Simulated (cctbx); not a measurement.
# Diagnosing a refinement

Cell a = 5.2320 Å, b = 5.2320 Å, c = 4.6710 Å, α = 90.00°, β = 90.00°, γ = 120.00°; space group P-62m (no. 189). The compound is HfNb2.

Simulated single-crystal data (cctbx): Cu Kα, λ = 1.54184 Å, to d = 0.8 Å, 50 % of the full sphere, strongest reflection 5000 counts, noise from counting, a 6 % proportional error and a noise floor of 8 counts (s.d.); no absorption.

An anisotropic refinement with weights 1/σ² prints:

```text
Rint 0.059, 104 unique reflections to 0.80 A
cycle     R1     wR2    GooF  max shift (A)
   1  0.4269  0.7255  11.599   0.04798
   3  0.2639  0.4802   7.678   0.00008
final R1 0.2640 wR2 0.4802 GooF 7.678  parameters 6  data/parameter 17.3
atom        x        y        z      Ueq    occ   su(xyz)  su(Uiso or U11)
Hf1    0.33333  0.66667  0.00000   0.0217  1.000  0.00000  0.0059
Nb1    0.34014  0.00000  0.50000  -0.0193  1.000  0.00226  0.0041  NPD
difference map: max 92.71 min -10.35 rms 7.43
Q1    0.0000  0.0000  0.0000    1   92.71  2.94 A from Nb1
Q2    0.0000  0.3392  0.5000    3   63.49  0.00 A from Nb1
Q3    0.3333  0.6667  0.0000    2   33.57  0.00 A from Hf1
Q4    0.0000  0.6004  0.5000    3    6.48  1.36 A from Nb1
Q5    0.1909  0.4067  0.1925   12    3.65  1.48 A from Hf1
Q6    0.0951  0.2502  0.0000    6    2.60  1.89 A from Hf1
```

Q: Accept it or mend it, and why?

Mend it. The fault: an atom left out, Nb at (0, 0, 0). Against the right model at the same level, R1 goes from 0.0312 to 0.2640 and GooF from 1.01 to 7.68, U of Nb1 shrinks from 0.0166 to -0.0193 Å², the top difference peak, 92.7 e/Å³, lies 2.94 Å from Nb1 and Nb1 goes non-positive-definite. Q1 is the missing atom. With scattering power missing, scale and phases suffer, so peaks may also grow on the heavy atoms.

The compound is HfNb2. The right model at the same level gives:

```text
Rint 0.059, 104 unique reflections to 0.80 A
cycle     R1     wR2    GooF  max shift (A)
   1  0.0325  0.0655   1.057   0.00485
   2  0.0312  0.0625   1.010   0.00013
final R1 0.0312 wR2 0.0625 GooF 1.010  parameters 8  data/parameter 13.0
atom        x        y        z      Ueq    occ   su(xyz)  su(Uiso or U11)
Hf1    0.33333  0.66667  0.00000   0.0172  1.000  0.00000  0.0007
Nb1    0.34835  0.00000  0.50000   0.0166  1.000  0.00091  0.0010
Nb2    0.00000  0.00000  0.00000   0.0162  1.000  0.00000  0.0019
Flack x: -0.3(2)
Hooft y: 0.018(229)  Bijvoet pairs: 37
difference map: max 1.65 min -1.76 rms 0.49
Q1    0.0000  0.5435  0.2889    6    1.69  1.42 A from Nb1
Q2    0.0000  0.7442  0.2363    6    1.66  1.73 A from Nb2
Q3    0.1632  0.3808  0.2186   12    1.46  1.53 A from Nb1
Q4    0.0000  0.0000  0.2034    2    1.41  0.95 A from Nb2
Q5    0.3333  0.6667  0.2325    4    1.32  1.09 A from Hf1
Q6    0.0000  0.3639  0.2895    6    1.06  0.99 A from Nb1
```

The model is made up (kin elements in a known structure type, no relaxation), so it says nothing on whether the phase exists.

[Middle refinement cycles are left out of these outputs.]

[Logs are printed without paths, hosts, clocks, repeated set-up lines and the standing remarks that a program may print on its own settings, such as how far it seeks lower states.]
